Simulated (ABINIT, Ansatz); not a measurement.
## CuI (Marshite): G0W0 with ABINIT, start to end

How does a plane-wave GW calculation on CuI (Marshite) run from the first input to the gap?

Program: ABINIT 10.8.3. Level of theory: PBE and many-body steps on it, plane waves. Values are calculated unless marked as measured.

The database entry behind the starting cell differs from other determinations of this structure, so it need not match the best structure at room temperature.

In doubt: a PseudoDojo file used here is known to give poor structures and forces, which bears on pressures, cells, forces and phonons.

**1. The structure**

Symmetry: F-43m, No. 216, cubic system. Conventional cell: a = 6.063 Å, b = 6.063 Å, c = 6.063 Å, α = 90.00°, β = 90.00°, γ = 90.00°. Nearest to Cu lie 4 I at 2.63 Å. Nearest to I lie 4 Cu at 2.63 Å. Farther neighbours, and contacts between anions beyond the nearest, are not listed.

Structure file:

```cif
data_structure
_symmetry_space_group_name_H-M 'F-43m'
_symmetry_Int_Tables_number 216
_cell_length_a 6.0630
_cell_length_b 6.0630
_cell_length_c 6.0630
_cell_angle_alpha 90.000
_cell_angle_beta 90.000
_cell_angle_gamma 90.000
_cell_volume 222.88
loop_
_atom_site_label
_atom_site_type_symbol
_atom_site_symmetry_multiplicity
_atom_site_Wyckoff_symbol
_atom_site_fract_x
_atom_site_fract_y
_atom_site_fract_z
_atom_site_occupancy
Cu1 Cu 4 d 0.25000 0.25000 0.75000 1
I1 I 4 a 0.00000 0.00000 0.00000 1
```

The cell and positions come from the Crystallography Open Database and are kept as given unless a step says otherwise.

**2. Ground state**

This step: ABINIT 10.8.3; DFT, PBE, plane waves, norm-conserving pseudopotentials.

The ground-state density comes first.

The input, run.abi:

```
acell 3*1.0 Angstrom
rprim 
  0.000000000000 3.031500000000 3.031500000000
  3.031500000000 -0.000000000000 3.031500000000
  3.031500000000 3.031500000000 0.000000000000
ntypat 2
znucl 29 53
natom 2
typat 1 2
xred 
  0.250000000000 0.250000000000 0.250000000000
  0.000000000000 0.000000000000 0.000000000000
pp_dirpath "pseudos"
pseudos "Cu.upf, I.upf"
ecut 42
ngkpt 6 6 6
nshiftk 1
shiftk 0 0 0
kptopt 1
chksymbreak 0
nband 18
occopt 1
tolvrs 1e-10
nstep 60
prtwf 0
optforces 0
optstress 0
indata_prefix "in"
outdata_prefix "out"
tmpdata_prefix "tmp"
```

The run is started by

```
$ OMP_NUM_THREADS=1 mpirun -n 4 abinit run.abi > log
```

What it wrote:

```text
.Version 10.8.3 of ABINIT. v10.8.2 released Aug 2026.

 Symmetries : space group F-4 3 m (#216); Bravais cF (face-center cubic)
================================================================================
 Values of the parameters that define the memory need of the present run
     intxc =       0    ionmov =       0      iscf =       7    lmnmax =       6
     lnmax =       6     mgfft =      48  mpssoang =       3    mqgrid =    3001
     natom =       2  nloc_mem =       1    nspden =       1   nspinor =       1
    nsppol =       1      nsym =      24    n1xccc =    2501    ntypat =       2
    occopt =       1   xclevel =       2
-    mband =          18        mffmem =           1         mkmem =           4
       mpw =        4897          nfft =      110592          nkpt =          16
================================================================================
  Rough estimation (10% accuracy) of disk space for files :
================================================================================

--------------------------------------------------------------------------------
------------- Echo of variables that govern the present computation ------------
--------------------------------------------------------------------------------
 -outvars: echo values of preprocessed input variables --------
            acell      1.8897261259E+00  1.8897261259E+00  1.8897261259E+00 Bohr

      chksymbreak           0
             ecut      4.20000000E+01 Hartree
-          fftalg         312

              ixc     -101130
              kpt      0.00000000E+00  0.00000000E+00  0.00000000E+00
                       1.66666667E-01  0.00000000E+00  0.00000000E+00
                       3.33333333E-01  0.00000000E+00  0.00000000E+00
                       5.00000000E-01  0.00000000E+00  0.00000000E+00
                       1.66666667E-01  1.66666667E-01  0.00000000E+00
                       3.33333333E-01  1.66666667E-01  0.00000000E+00
                       5.00000000E-01  1.66666667E-01  0.00000000E+00
                      -3.33333333E-01  1.66666667E-01  0.00000000E+00
                      -1.66666667E-01  1.66666667E-01  0.00000000E+00
   [... 5 further rows ...]
                      -3.33333333E-01  3.33333333E-01  1.66666667E-01
                      -3.33333333E-01  5.00000000E-01  1.66666667E-01
         kptrlatt        6    0    0      0    6    0      0    0    6
          kptrlen      4.86096717E+01
P           mkmem           4
            natom           2
            nband          18
            ngfft          48      48      48
             nkpt          16
            nstep          60
             nsym          24
           ntypat           2
              occ      2.000000  2.000000  2.000000  2.000000  2.000000  2.000000
                       2.000000  2.000000  2.000000  2.000000  2.000000  2.000000
                       2.000000  0.000000  0.000000  0.000000  0.000000  0.000000
        optforces           0
        optstress           0
            prtwf           0
            rprim      0.0000000000E+00  3.0315000000E+00  3.0315000000E+00
[...]
spgroup         216

           tolvrs      1.00000000E-10

             xred      2.5000000000E-01  2.5000000000E-01  2.5000000000E-01
[...]
znucl       29.00000   53.00000

================================================================================

 chkinp: Checking input parameters for consistency.

================================================================================
== DATASET  1 ==================================================================
-   mpi_nproc: 4, omp_nthreads: 1 (-1 if OMP is not activated)

--- !DatasetInfo
iteration_state: {dtset: 1, }
dimensions: {natom: 2, nkpt: 16, mband: 18, nsppol: 1, nspinor: 1, nspden: 1, mpw: 4897, }
cutoff_energies: {ecut:  42.0, pawecutdg:  -1.0, }
electrons: {nelect:   2.60000000E+01, charge:   0.00000000E+00, occopt:   1.00000000E+00, tsmear:   1.00000000E-02, }

 Real(R)+Recip(G) space primitive vectors, cartesian coordinates (Bohr,Bohr^-1):
 R(1)=  0.0000000  5.7287048  5.7287048  G(1)= -0.0872798  0.0872798  0.0872798
 R(2)=  5.7287048  0.0000000  5.7287048  G(2)=  0.0872798 -0.0872798  0.0872798
 R(3)=  5.7287048  5.7287048  0.0000000  G(3)=  0.0872798  0.0872798 -0.0872798
 Unit cell volume ucvol=  3.7600993E+02 bohr^3
 Angles (23,13,12)=  6.00000000E+01  6.00000000E+01  6.00000000E+01 degrees

 getcut: wavevector=  0.0000  0.0000  0.0000  ngfft=  48  48  48
         ecut(hartree)=     42.000   => boxcut(ratio)=   2.03086

--- Pseudopotential description ------------------------------------------------
- Cu Generated using ONCVPSP code by D. R. Hamann
- 29.00000  19.00000  171031                  znucl, zion, pspdat
12 -101130 2 -1 1492                          pspcod,pspxc,lmax,lloc,mmax
     nproj     2     2     2
  pspatm : epsatm=   21.66068635
         --- l  ekb(1:nproj) -->
[...]
pspatm: atomic psp has been read  and splines computed

- I Generated using ONCVPSP code by D. R. Hamann
- 53.00000   7.00000  171031                  znucl, zion, pspdat
12 -101130 2 -1 1196                          pspcod,pspxc,lmax,lloc,mmax
     nproj     2     2     2
  pspatm : epsatm=   19.17056757
         --- l  ekb(1:nproj) -->
[...]
2    4.134838    0.711910
 pspatm: atomic psp has been read  and splines computed

   1.06161260E+03                                ecore*ucvol(ha*bohr**3)
--------------------------------------------------------------------------------

_setup2: Arith. and geom. avg. npw (full set) are    4887.671    4887.663

================================================================================

--- !BeginCycle
iteration_state: {dtset: 1, }
solver: {iscf: 7, nstep: 60, nline: 4, wfoptalg: 0, }
tolerances: {tolvrs: 1.00E-10, }

     iter   Etot(hartree)      deltaE(h)  residm     vres2
 ETOT  1  -198.49932499269    -1.985E+02 2.197E-01 1.428E+04
 ETOT  2  -198.62838877951    -1.291E-01 1.416E-01 2.812E+04
 ETOT  3  -201.85821648740    -3.230E+00 3.329E-02 5.168E+03
 ETOT  4  -202.28168608485    -4.235E-01 1.171E-01 1.994E+03
 ETOT  5  -202.45053120802    -1.688E-01 2.533E-03 7.482E+02
 ETOT  6  -202.51508045912    -6.455E-02 6.536E-04 2.857E+02
 ETOT  7  -202.55301032748    -3.793E-02 6.418E-04 3.088E+01
 ETOT  8  -202.55456500005    -1.555E-03 1.987E-01 1.990E+01
 ETOT  9  -202.55759561681    -3.031E-03 1.776E-02 4.280E-01
 ETOT 10  -202.55765731972    -6.170E-05 1.450E-04 3.819E-03
 ETOT 11  -202.55765777924    -4.595E-07 1.649E-05 1.349E-03
 ETOT 12  -202.55765802563    -2.464E-07 3.672E-06 7.583E-06
 ETOT 13  -202.55765802692    -1.295E-09 3.106E-07 5.036E-07
 ETOT 14  -202.55765802700    -7.137E-11 5.726E-07 2.429E-07
 ETOT 15  -202.55765802704    -4.647E-11 4.875E-08 1.304E-10
 ETOT 16  -202.55765802703     1.515E-11 9.699E-08 2.870E-11

 At SCF step   16       vres2   =  2.87E-11 < tolvrs=  1.00E-10 =>converged.

--- !ResultsGS
iteration_state: {dtset: 1, }
comment   : Summary of ground state results
lattice_vectors:
- [  0.0000000,   5.7287048,   5.7287048, ]
- [  5.7287048,  -0.0000000,   5.7287048, ]
- [  5.7287048,   5.7287048,   0.0000000, ]
lattice_lengths: [   8.10161,    8.10161,    8.10161, ]
lattice_angles: [ 60.000,  60.000,  60.000, ] # degrees, (23, 13, 12)
lattice_volume:   3.7600993E+02
convergence: {deltae:  1.515E-11, res2:  2.870E-11, residm:  9.699E-08, diffor:  0.000E+00, }
etotal    :  -2.02557658E+02
entropy   :   0.00000000E+00
fermie    :   1.43174079E-01
cartesian_stress_tensor: null
pressure_GPa: null
xred      :
- [  2.5000E-01,   2.5000E-01,   2.5000E-01, Cu]
- [  0.0000E+00,   0.0000E+00,   0.0000E+00,  I]
cartesian_forces: null
force_length_stats: {min: null, max: null, mean: null, }

 Integrated electronic density in atomic spheres:
 ------------------------------------------------
 Atom  Sphere_radius  Integrated_density
    1        2.00000         17.36540554
    2        2.00000          2.86755521
================================================================================

 ----iterations are completed or convergence reached----

 Mean square residual over all n,k,spin=   33.817E-11; max=  96.988E-09
 reduced coordinates (array xred) for    2 atoms
       0.250000      0.250000      0.250000
       0.000000      0.000000      0.000000
 rms dE/dt=  0.0000E+00; max dE/dt=  0.0000E+00; dE/dt below (all hartree)
    1       0.000000      0.000000      0.000000
    2       0.000000      0.000000      0.000000

 cartesian coordinates (angstrom) at end:
    1      1.515750     1.515750     1.515750
    2      0.000000     0.000000     0.000000
 length scales=  1.889726  1.889726  1.889726 bohr
              =  1.000000  1.000000  1.000000 angstroms
 prteigrs : about to open file out_EIG
 Fermi (or HOMO) energy (hartree) =   0.14317   Average Vxc (hartree)=  -0.33457
 Eigenvalues (hartree) for nkpt=  16  k points:
 kpt#   1, nband= 18, wtk=  0.00463, kpt=  0.0000  0.0000  0.0000 (reduced coord)
  -3.95427   -2.38976   -2.38976   -2.38976   -0.37361    0.00854    0.00854    0.00854
   0.07568    0.07568    0.14317    0.14317    0.14317    0.18334    0.32176    0.32176
   0.32176    0.44822
 prteigrs : prtvol=0 or 1, do not print more k-points.

--- !EnergyTerms
iteration_state     : {dtset: 1, }
comment             : Components of total free energy in Hartree
kinetic             :  9.066078E+01
hartree             :  9.192203E+01
xc                  : -2.734888E+01
Ewald energy        : -9.134300E+01
psp_core            :  2.823363E+00
local_psp           : -2.375412E+02
non_local_psp       : -3.173074E+01
total_energy        : -2.025577E+02
total_energy_eV     : -5.511875E+03
band_energy         : -2.214648E+01

== END DATASET(S) ==============================================================
================================================================================

 -outvars: echo values of variables after computation  --------
           etotal     -2.0255765803E+02
            nband          18
             nkpt          16
          spgroup         216
 [... the other variables as echoed above ...]

 Calculation completed.
```

It took 19 s on 4 MPI ranks of Arm Neoverse V1, shared host; peak memory 0.35 GiB; 77 s of CPU time.

Read from the output:

- total energy: -5511.8747 eV
- gap: 1.093 eV
- k of the valence top: 0, 0, 0
- k of the conduction bottom: 0, 0, 0
- least direct gap: 1.093 eV

The gap is direct, at Γ.

(Part 1 of 3 ends here.)

[Long decimals in the printed logs are rounded to 6 places.]

[Logs are printed without paths, hosts, clocks, repeated set-up lines and the standing remarks that a program may print on its own settings, such as how far it seeks lower states.]

[Paths, hosts, dates, memory and timing lines, banners, echoed tables and standing remarks are left out of the program output; an Ansatz launch command may be rebuilt from the run's recorded settings. Measured values are a selection of at most five: reports struck by readers or far from the other reports are left out. None is set beside runs whose start may be inverted or whose files or cutoffs have a known fault.]

[Runs of the session that timed out or met a known fault of the program may be left out.]

[Hosts, paths, dates, database ids (printed as entryN), source tags and the programs' standing remarks are cut or masked in the printed files.]

[G0W0 gaps are taken among the corrected bands and points alone; a level outside them can change the order at an edge.]

[Where Ansatz stands beside ABINIT at settings called matched, ABINIT's density can come from a denser mesh and the files from another edition; pairs whose starting gaps differed by over 0.03 eV were left out, so agreement reads better than it is.]
